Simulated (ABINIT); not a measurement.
# How KF (Carobbiite) absorbs and reflects light

Wanted: where KF (Carobbiite) starts to absorb, how strongly, and its refractive index.

Program: ABINIT 10.8.3. Level of theory: DFT, PBE, plane waves with norm-conserving potentials (PseudoDojo), scalar-relativistic, independent-particle linear optical response without local fields. Results are calculated unless marked as measured.

### 1. The structure

Symmetry: Fm-3m, No. 225, cubic system. The conventional cell has a = 5.344 Å, b = 5.344 Å, c = 5.344 Å, α = 90.00°, β = 90.00°, γ = 90.00°. K has 6 F at 2.67 Å nearest. Nearest to F lie 6 K at 2.67 Å. Farther neighbours and most contacts between anions are not listed.

### 2. Ground state, bands and velocity matrix elements

The self-consistent density comes first; it also tells whether there is a gap, which decides the occupations and the need for a Drude term.

This step: DFT, PBE, plane waves with norm-conserving potentials (PseudoDojo), scalar-relativistic, ground state, bands at fixed density and velocity matrix elements (ABINIT 10.8.3).

run.abi reads:

```
# ground state, bands on a dense mesh, and the derivatives d/dk of the wave functions
ndtset 3

ngkpt1 7 7 7
shiftk1 0.0 0.0 0.0
tolvrs1 1.0d-12
nband1 12
prtden1 1

iscf2 -2
getden2 1
ngkpt2 11 11 11
shiftk2 0.0 0.0 0.0
kptopt2 1
nband2 29
nbdbuf2 4
tolwfr2 1.0d-14

optdriver3 8
wfk_task3 "wfk_ddk"
prtevk3 1
getwfk3 2
getden3 1
iscf3 -2
ngkpt3 11 11 11
shiftk3 0.0 0.0 0.0
kptopt3 1
nband3 29

nshiftk 1
occopt 3
tsmear 0.001837
ecut 45.0
nstep 80
iomode 3
chksymbreak 0
chkprim 0
chksymtnons 0
acell 3*1.0 Angstrom
rprim
  0.000000000000 2.671850000000 2.671850000000
  2.671850000000 0.000000000000 2.671850000000
  2.671850000000 2.671850000000 0.000000000000
natom 2
ntypat 2
znucl 19 9
typat 1 2
xred
  0.000000000000 0.000000000000 0.000000000000
  0.500000000000 0.500000000000 0.500000000000
pseudos "K.upf, F.upf"
```

On the command line:

```bash
mpirun -n 4 abinit run.abi
```

Numbers of over 12 decimals in the logs are rounded to 6 here.

The program printed:

```text
DATASET    1 : space group Fm -3 m (#225); Bravais cF (face-center cubic)
 DATASET    2 : space group Fm -3 m (#225); Bravais cF (face-center cubic)
 DATASET    3 : space group Fm -3 m (#225); Bravais cF (face-center cubic)
            ngfft          45      45      45
                         0.06997    0.06997    0.06997    0.03499    0.01749    0.06997
                         0.06997    0.03499    0.01749    0.03499    0.06997    0.13994
                         0.00451    0.01803    0.01803    0.01803    0.01803    0.01803
                         0.01803    0.01803    0.01803    0.00902    0.00451    0.01803
                         0.01803    0.01803    0.01803    0.01803    0.01803    0.00902
                         0.00451    0.01803    0.01803    0.01803    0.01803    0.00902
                         0.00451    0.01803    0.01803    0.00902    0.00451    0.00902
                         0.01803    0.03606    0.03606    0.03606    0.01803    0.03606
                         0.03606    0.03606    0.03606    0.01803    0.01803    0.03606
                         0.00451    0.01803    0.01803    0.01803    0.01803    0.01803
                         0.01803    0.01803    0.01803    0.00902    0.00451    0.01803
                         0.01803    0.01803    0.01803    0.01803    0.01803    0.00902
                         0.00451    0.01803    0.01803    0.01803    0.01803    0.00902
                         0.00451    0.01803    0.01803    0.00902    0.00451    0.00902
                         0.01803    0.03606    0.03606    0.03606    0.01803    0.03606
                         0.03606    0.03606    0.03606    0.01803    0.01803    0.03606
== DATASET  1 ==================================================================
 Real(R)+Recip(G) space primitive vectors, cartesian coordinates (Bohr,Bohr^-1):
 R(1)=  0.0000000  5.0490647  5.0490647  G(1)= -0.0990282  0.0990282  0.0990282
 R(2)=  5.0490647  0.0000000  5.0490647  G(2)=  0.0990282 -0.0990282  0.0990282
 R(3)=  5.0490647  5.0490647  0.0000000  G(3)=  0.0990282  0.0990282 -0.0990282
 Unit cell volume ucvol=  2.5743217E+02 bohr^3
 Angles (23,13,12)=  6.00000000E+01  6.00000000E+01  6.00000000E+01 degrees
 getcut: wavevector=  0.0000  0.0000  0.0000  ngfft=  45  45  45
     iter   Etot(hartree)      deltaE(h)  residm     vres2
 ETOT  1  -54.708606752722    -5.471E+01 9.622E-02 6.839E+02
 ETOT  2  -54.690089616469     1.852E-02 3.339E-02 6.693E+02
 ETOT  3  -54.818620319534    -1.285E-01 6.067E-03 4.249E+01
 ETOT  4  -54.824429942339    -5.810E-03 7.011E-03 6.512E-01
 ETOT  5  -54.824481814471    -5.187E-05 9.905E-04 6.854E-02
 ETOT  6  -54.824490711756    -8.897E-06 2.540E-03 1.959E-03
 ETOT  7  -54.824490921001    -2.092E-07 3.096E-04 7.798E-05
 ETOT  8  -54.824490926255    -5.254E-09 7.838E-04 7.535E-07
 ETOT  9  -54.824490926347    -9.216E-11 1.903E-04 5.689E-09
 ETOT 10  -54.824490926347    -4.263E-14 2.888E-04 3.451E-10
 ETOT 11  -54.824490926346     8.242E-13 1.093E-04 1.047E-11
 ETOT 12  -54.824490926348    -1.442E-12 1.804E-04 4.808E-13
 At SCF step   12       vres2   =  4.81E-13 < tolvrs=  1.00E-12 =>converged.
 Cartesian components of stress tensor (hartree/bohr^3)
  sigma(1 1)= -4.39717499E-05  sigma(3 2)=  0.00000000E+00
  sigma(2 2)= -4.39717499E-05  sigma(3 1)=  0.00000000E+00
  sigma(3 3)= -4.39717499E-05  sigma(2 1)=  0.00000000E+00
 Mean square residual over all n,k,spin=   17.163E-07; max=  18.038E-05
 Fermi (or HOMO) energy (hartree) =   0.16528   Average Vxc (hartree)=  -0.31206
 Eigenvalues (hartree) for nkpt=  20  k points:
 kpt#   1, nband= 12, wtk=  0.00292, kpt=  0.0000  0.0000  0.0000 (reduced coord)
  -0.95489   -0.67857   -0.33933   -0.33933   -0.33933    0.00485    0.00485    0.00485
   0.23263    0.39780    0.39780    0.39780
   2.00000    2.00000    2.00000    2.00000    2.00000    2.00000    2.00000    2.00000
   0.00000    0.00000    0.00000    0.00000
kinetic             :  2.65268432367223E+01
hartree             :  1.41644468858514E+01
xc                  : -1.20073181362722E+01
Ewald energy        : -3.63106064938669E+01
psp_core            :  8.26649984559312E-01
local_psp           : -4.96658801763089E+01
non_local_psp       :  1.64137377296742E+00
internal            : -5.48244909263475E+01
'-kT*entropy'       :  1.25262822077192E-15
total_energy        : -5.48244909263475E+01
total_energy_eV     : -1.49185039833612E+03
 Cartesian components of stress tensor (hartree/bohr^3)
  sigma(1 1)= -4.39717499E-05  sigma(3 2)=  0.00000000E+00
  sigma(2 2)= -4.39717499E-05  sigma(3 1)=  0.00000000E+00
  sigma(3 3)= -4.39717499E-05  sigma(2 1)=  0.00000000E+00
-Cartesian components of stress tensor (GPa)         [Pressure=  1.2937E+00 GPa]
== DATASET  2 ==================================================================
 Real(R)+Recip(G) space primitive vectors, cartesian coordinates (Bohr,Bohr^-1):
 R(1)=  0.0000000  5.0490647  5.0490647  G(1)= -0.0990282  0.0990282  0.0990282
 R(2)=  5.0490647  0.0000000  5.0490647  G(2)=  0.0990282 -0.0990282  0.0990282
 R(3)=  5.0490647  5.0490647  0.0000000  G(3)=  0.0990282  0.0990282 -0.0990282
 Unit cell volume ucvol=  2.5743217E+02 bohr^3
 Angles (23,13,12)=  6.00000000E+01  6.00000000E+01  6.00000000E+01 degrees
 getcut: wavevector=  0.0000  0.0000  0.0000  ngfft=  45  45  45
 Mean square residual over all n,k,spin=   43.879E-16; max=  99.799E-16
 Eigenvalues (hartree) for nkpt=  56  k points:
 kpt#   1, nband= 29, wtk=  0.00075, kpt=  0.0000  0.0000  0.0000 (reduced coord)
  -0.95489   -0.67857   -0.33933   -0.33933   -0.33933    0.00485    0.00485    0.00485
   0.23263    0.39780    0.39780    0.39780    0.45761    0.45761    0.62584    0.89696
   0.89696    0.89696    0.89794    0.89794    0.89794    0.98848    0.98848    0.98848
   1.05807    1.05807    1.21246    1.40678    1.40678
== DATASET  3 ==================================================================
            ngfft          45      45      45
[...]
0.03606    0.03606    0.03606    0.01803    0.01803    0.03606
                         0.00451    0.01803    0.01803    0.01803    0.01803    0.01803
                         0.01803    0.01803    0.01803    0.00902    0.00451    0.01803
                         0.01803    0.01803    0.01803    0.01803    0.01803    0.00902
                         0.00451    0.01803    0.01803    0.01803    0.01803    0.00902
                         0.00451    0.01803    0.01803    0.00902    0.00451    0.00902
                         0.01803    0.03606    0.03606    0.03606    0.01803    0.03606
                         0.03606    0.03606    0.03606    0.01803    0.01803    0.03606
[shortened to cell, iterations, levels, energies and stress; the echo of variables, forces, comments, warnings and credits are left out]
```

The job ended after 36 s (4 MPI ranks of AMD EPYC 9R14 (Zen 4), shared host; peak memory 0.11 GiB; 2.4 min of CPU time).

This step gave:

| Item | Value |
| --- | --- |
| total energy | -54.82 Ha |
| gap on the k-mesh | 6.198 eV |
| direct gap on the mesh | 6.198 eV |

There is a gap, 6.20 eV on this mesh (points off the mesh can give less), so no carriers' term is needed.

### 3. Optical response

The spectrum is a sum over vertical transitions between filled and empty bands at the fixed density, so many empty bands are needed.

This step: DFT, PBE, plane waves with norm-conserving potentials (PseudoDojo), scalar-relativistic, independent-particle linear optical response without local fields (ABINIT 10.8.3).

optic.abi reads:

```
&FILES
 ddkfile_1 = 'runo_DS3_1_EVK.nc',
 ddkfile_2 = 'runo_DS3_2_EVK.nc',
 ddkfile_3 = 'runo_DS3_3_EVK.nc',
 wfkfile = 'runo_DS2_WFK.nc'
/
&PARAMETERS
 broadening = 0.001837,
 domega = 0.0020212,
 maxomega = 0.80849,
 scissor = 0.0,
 tolerance = 0.002,
 nband_sum = 25
/
&COMPUTATIONS
 num_lin_comp = 1,
 lin_comp = 11,
 num_nonlin_comp = 0,
 num_linel_comp = 0,
 num_nonlin2_comp = 0
/
```

On the command line:

```bash
optic optic.abi
```

The program printed:

```text

 OPTIC has originally been developed by
 S. Sharma, J. K. Dewhurst and C. Ambrosch-Draxl, Phys. Rev. B 67, 165332 (2003), and
 S. Sharma and C. Ambrosch-Draxl, Physica Scripta T 109 (2004).

 rprimd(bohr)      =   0.00000   5.04906   5.04906
                       5.04906   0.00000   5.04906
                       5.04906   5.04906   0.00000
 natom             =       2
 nkpt,mband        =      56      29
 ecut              =  45.00000 Ha
 newocc: new Fermi energy is       0.071449 , with nelect=     16.000000, Number of bisection calls: 4
 Fermi level: 1.9442  (eV)

 fermie            =   0.07145 Ha   1.94424 eV
 Scissor shift     =   0.00000 Ha
 Tolerance on closeness to singularities     =   0.00200 Ha
 Smearing factor      =   0.00184 Ha
 Will use the antiresonant approximation (meaning that the antiresonant terms are neglected)
 Will not perform the bands decomposition
 linear coeffs to be calculated :
 11
 non-linear coeffs to be calculated :

 electronic part of electro-optic coeffs to be calculated :

 non-linear coeffs (V2) to be calculated :

 linear optic matrix elements will be printed :0
 optic : Call pmat2cart
 No scissor shift to be applied. Returning to main optic routine.
 optic : Call linopt
  linopt            1           1
 calculated the component:           1           1   of dielectric function
  with broadening:         (0.000000,1.83700000000000009E-003)
 and scissors shift:   0.000000
 energy window:   59.656298      eV   2.192329      Ha
 optic : Call nlinopt
 optic : Call linelop
 optic : Call nonlinopt

================================================================================

 Calculation completed.
-
program: optic
version: 10.8.3
start_datetime:
end_datetime:
overall_cpu_time:           0.1
overall_wall_time:           0.1
mpi_procs: 1
omp_threads: 1
...
```

Run time: 0.88 s. Hardware: 1 thread; peak memory 0.05 GiB.

Read-outs, printed or worked out from the files:

```
electronic dielectric constant ε∞, mean over x, y and z (by symmetry where fewer were run) : 2.056
```

The Im ε, E ∥ x has structure finer than the step of the table below, so its rows give means over 0.5 eV, whole bins alone (the curve runs from 0.0550 to 21.9 eV). Peaks (eV: height): 10.01: 2.19, 10.50: 2.33, 11.82: 1.77, 13.53: 1.56, 15.01: 1.27, 18.86: 3.51, 21.34: 4.73.

Sum at mesh points, not converged in k; values under the direct gap are tails of Lorentzian lines. The Im ε, E ∥ x by photon energy; means over each step:

```csv
photon energy (eV),"Im ε, E ∥ x"
0.5,3.2e-4
1.0,6.5e-4
1.5,1.0e-3
2.0,0.00138
2.5,0.00182
3.0,0.00233
3.5,0.00297
4.0,0.00380
4.5,0.00497
5.0,0.00680
5.5,0.0104
6.0,0.0347
6.5,0.239
7.0,0.444
7.5,0.464
8.0,0.526
8.5,0.873
9.0,1.11
9.5,1.34
10.0,1.58
10.5,1.57
11.0,0.612
11.5,1.14
12.0,1.24
12.5,0.805
13.0,0.964
13.5,1.23
14.0,0.743
14.5,0.276
15.0,0.722
15.5,0.558
16.0,0.767
16.5,0.411
17.0,0.551
17.5,0.450
18.0,1.10
18.5,2.41
19.0,2.64
19.5,2.05
20.0,1.15
20.5,0.984
21.0,2.73
21.5,3.03
```

The reflectivity at normal incidence, E ∥ x has structure finer than the step of the table below, so its rows give means over 0.5 eV, whole bins alone (the curve runs from 0.0550 to 21.9 eV). Peaks (eV: height): 10.01: 11.4, 10.56: 12.9, 11.82: 9.00, 18.86: 19.2, 19.52: 15.7, 19.80: 13.2, 21.39: 29.3.

Sum at mesh points, not converged in k. Table of reflectivity at normal incidence, E ∥ x by photon energy; means over each step:

photon energy (eV), reflectivity at normal incidence, E ∥ x (%) and a bar:
```
      0.5        3.2 ###
      1.0        3.2 ###
      1.5        3.2 ###
      2.0        3.3 ###
      2.5        3.4 ###
      3.0        3.4 ###
      3.5        3.6 ###
      4.0        3.7 ###
      4.5        3.9 ####
      5.0        4.1 ####
      5.5        4.5 #####
      6.0        5.1 ######
      6.5        5.8 ######
      7.0        6.0 #######
      7.5        6.0 #######
      8.0        6.3 #######
      8.5        7.4 #########
      9.0        7.7 #########
      9.5        8.0 ##########
     10.0        8.6 ###########
     10.5        8.6 ###########
     11.0        2.9 ##
     11.5        6.4 #######
     12.0        5.9 #######
     12.5        3.6 ###
     13.0        4.5 #####
     13.5        6.2 #######
     14.0        2.7 ##
     14.5        1.5 
     15.0        3.9 ####
     15.5        3.4 ###
     16.0        3.5 ###
     16.5        2.7 ##
     17.0        4.5 #####
     17.5        5.7 ######
     18.0        9.1 ############
     18.5       13.7 ###################
     19.0       14.6 ####################
     19.5       12.3 ################
     20.0        6.3 #######
     20.5        5.6 ######
     21.0       15.1 #####################
     21.5       21.2 ##############################
```

The loss function −Im 1/ε at q → 0, E ∥ x has structure finer than the step of the table below, so its rows give means over 0.5 eV, whole bins alone (the curve runs from 0.0550 to 21.9 eV). Peaks (eV: height): 10.61: 0.574, 12.15: 0.444, 13.64: 0.539, 14.19: 0.426, 19.58: 0.490, 19.85: 0.654, 21.61: 0.476.

Sum at mesh points, not converged in k; values under the direct gap are tails of Lorentzian lines. Table of loss function −Im 1/ε at q → 0, E ∥ x by energy loss; means over each step:

energy loss (eV), loss function −Im 1/ε at q → 0, E ∥ x and a bar:
```
      0.5      0.000 
      1.0      0.000 
      1.5      0.000 
      2.0      0.000 
      2.5      0.000 
      3.0      0.001 
      3.5      0.001 
      4.0      0.001 
      4.5      0.001 
      5.0      0.001 
      5.5      0.002 
      6.0      0.005 
      6.5      0.035 ##
      7.0      0.063 ####
      7.5      0.065 ####
      8.0      0.073 #####
      8.5      0.105 #######
      9.0      0.135 #########
      9.5      0.171 ###########
     10.0      0.220 ###############
     10.5      0.356 ########################
     11.0      0.230 ###############
     11.5      0.192 #############
     12.0      0.356 ########################
     12.5      0.234 ################
     13.0      0.257 #################
     13.5      0.362 ########################
     14.0      0.347 #######################
     14.5      0.142 #########
     15.0      0.196 #############
     15.5      0.140 #########
     16.0      0.225 ###############
     16.5      0.123 ########
     17.0      0.107 #######
     17.5      0.068 #####
     18.0      0.100 #######
     18.5      0.160 ###########
     19.0      0.294 ####################
     19.5      0.389 ##########################
     20.0      0.450 ##############################
     20.5      0.188 #############
     21.0      0.152 ##########
     21.5      0.347 #######################
```

Optical constants at common wavelengths, from n + ik = √ε:

```csv
wavelength (nm),n,k,R (%),1/α
1550,1.44,0.000,3.2,690 µm
800,1.44,0.000,3.2,178 µm
532,1.45,0.001,3.3,74 µm
450,1.45,0.001,3.4,50 µm
365,1.46,0.001,3.5,30 µm
248,1.51,0.002,4.1,8.9 µm
193,1.69,0.096,6.7,160 nm
```

Below the direct gap, k and the depth come from the tails of the Lorentzian lines, not from transitions.

Rows near the edge hang on the gap, which this functional as a rule makes too small, and phonon-assisted absorption is left out.

### 4. Results

```yaml
electronic_dielectric_constant_eps_infinity_mean_over_x_y_and_z_by_symmetry_where_fewer_were_run_independent_particles: 2.06
```

What this shows: At this level (PBE, independent particles) KF has ε∞ = 2.06 and n = 1.44 at 1550 nm. On the mesh the gap is 6.20 eV and the least direct gap 6.20 eV. Excitons and phonon-assisted transitions are missing, and so are local fields; PBE gaps are as a rule too small, which pulls the onset down and ε∞ up. The sum runs over mesh points 0.19 Å⁻¹ apart with no interpolation, so peaks are partly noise of the mesh and static values carry its error. Besides steps told in other documents, this task had 1 run with a known fault of program or setting; those not told in a step above aren't shown.

[Logs are printed without paths, hosts, clocks, repeated set-up lines and the standing remarks that a program may print on its own settings, such as how far it seeks lower states.]

[Hosts, paths, dates, database ids (printed as entryN), source tags and the programs' standing remarks are cut or masked in the printed files.]
